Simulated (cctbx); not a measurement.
## Symmetry from intensities

Cell: a = 7.1200 Å, b = 7.1200 Å, c = 7.1200 Å, α = 90.00°, β = 90.00°, γ = 90.00°. Expected content of the cell: Ho8 Be16.

Simulated single-crystal data (cctbx): Ag Kα, λ = 0.56087 Å, to d = 0.77 Å, 70 % of the full sphere, strongest reflection 40000 counts, noise from counting, a 4 % proportional error and a noise floor of 8 counts (s.d.); no absorption.

A first pass over the reflections prints:

```text
2324 reflections to d = 0.772 A
centring   violations  <I/sigma> of those
    A          0 of  1149      0.0
    B          0 of  1145     -0.0
    C          0 of  1150     -0.0
    I        301 of  1182      5.9
    R        296 of  1584      4.3
    F          0 of  1722     -0.0
Laue class    unique    Rint  (classes that these axes allow; Friedel mates merged)
F m m m           135   0.031
F m -3             49   0.032
F m -3 m           38   0.033
space group    extra absences  I>4sigma  <I/sigma>
F 4 3 2                 0          0         -  acentric
F 41 3 2                6          0       0.2  acentric
F -4 3 m                0          0         -  acentric
F m -3 m                0          0         -  centric
F d -3 m :1            53          0       0.1  centric
F d -3 m :2            53          0       0.1  centric
Wilson B = 1.97 A^2   <|E^2-1|> = 0.611 (0.968 centric, 0.736 acentric)   E^2>4: 0.0 %
shell (A)         n   <I/sigma>
 4.11 - 1.12     16     56.7
 1.12 - 0.89     10     73.4
 0.89 - 0.78     12     61.1
```

**Question.** What are the lattice type, the Laue class and the likely space group?

The reflections that A, B, C and F centring forbids are absent (⟨I/σ⟩ near 0), so the lattice is F. F holds A, B and C together.

Rint stays low (0.031 to 0.033) up to F m -3 m, the highest class in these axes.

6 settings pass the absence test. The most absences obeyed, 53, belong to F d -3 m alone.

⟨|E²−1|⟩ = 0.611 leans to a non-centrosymmetric structure, or to twinning, which lowers it. Here that hint misleads: the statistic assumes many like atoms on general positions, and few, heavy or special-position atoms break it. The Wilson B of 1.97 Å² means U ≈ 0.0250 Å².

The true group is Fd-3m (no. 227, origin choice 1), Laue class m-3m, centrosymmetric. The tables fix it.

The model was made for the exercise: a known structure type with other elements put in, its volume estimated, not relaxed; displacement parameters are assumed.

[Logs are printed without paths, hosts, clocks, repeated set-up lines and the standing remarks that a program may print on its own settings, such as how far it seeks lower states.]
